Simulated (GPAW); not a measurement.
SrO (Fm-3m): how ε∞ follows the gap

The empty bands of SrO (Fm-3m) are shifted up rigidly by Δ, and ε∞ is computed for each shift.

Symmetry: Fm-3m, No. 225, cubic system. The conventional cell has a = 5.133 Å, b = 5.133 Å, c = 5.133 Å, α = 90.00°, β = 90.00°, γ = 90.00°. Around Sr on site b lie 6 O at 2.57 Å. O on site a has 6 Sr at 2.57 Å as nearest neighbours.

Method: GPAW 26.7.0, PBE, RPA, k-mesh 12×12×12, local fields up to 50 eV, Lorentzian half width 0.15 eV.

Launch of the response step: `OMP_NUM_THREADS=1 python df.py`. The series took 83 s in all, its band step included, on 1 thread of Arm Neoverse V2 (shared host).

| Δ (eV) | ε∞ |
| --- | --- |
| 0.00 | 3.581 |
| 0.40 | 3.466 |
| 0.80 | ? |
| 1.20 | 3.271 |
| 1.60 | 3.188 |
| 2.00 | 3.110 |

With one effective transition at E₀ and fixed dipole strength, ε∞ − 1 = A/(E₀ + Δ), so 1/(ε∞ − 1) is linear in Δ.

Working, on the rows shown:

| x = Δ (eV) | y = 1/(ε∞ − 1) |
| --- | --- |
| 0 | 0.387447 |
| 0.4 | 0.405515 |
| 1.2 | 0.440335 |
| 1.6 | 0.457038 |
| 2 | 0.473934 |

Means: x̄ = 1.04, ȳ = 0.43285. Σ(x − x̄)(y − ȳ) = 0.1189, Σ(x − x̄)² = 2.752. Slope = 0.1189 / 2.752 = 0.0432; intercept = ȳ − slope · x̄ = 0.38792. Turned back into ε∞, the line misses the rows shown by at most 0.0032.

**Question.** Fill in the last column of the withheld row.

**Answer.** At x = 0.8 the line gives y = 0.42248, that is 3.367. The run gave 3.364, so the interpolation is off by 0.0029, 0.6 % of the range in the table.

Refitted with all rows, the slope is 0.04317 and the intercept 0.38805. These give E₀ = intercept/slope = 9.0 eV, far above the least direct gap of 3.42 eV: most of the screening comes from transitions well over the edge. Over the first step ε∞ falls by 8 % per eV. The cell comes from an older database entry, whose edges can be off by a per cent or so. Excitons are left out; PBE gaps are as a rule too small. The values come from a sum over the points of one k-mesh and carry its error, which grows as the direct gap shrinks. This version of GPAW has incomplete matrix elements in the optical limit, which can lower ε − 1 by up to a tenth where first-row anions or d states rule. The local-field cutoff holds few shells of reciprocal vectors for this small cell, so ε∞ can read a few per cent high. Spin-orbit coupling is left out.
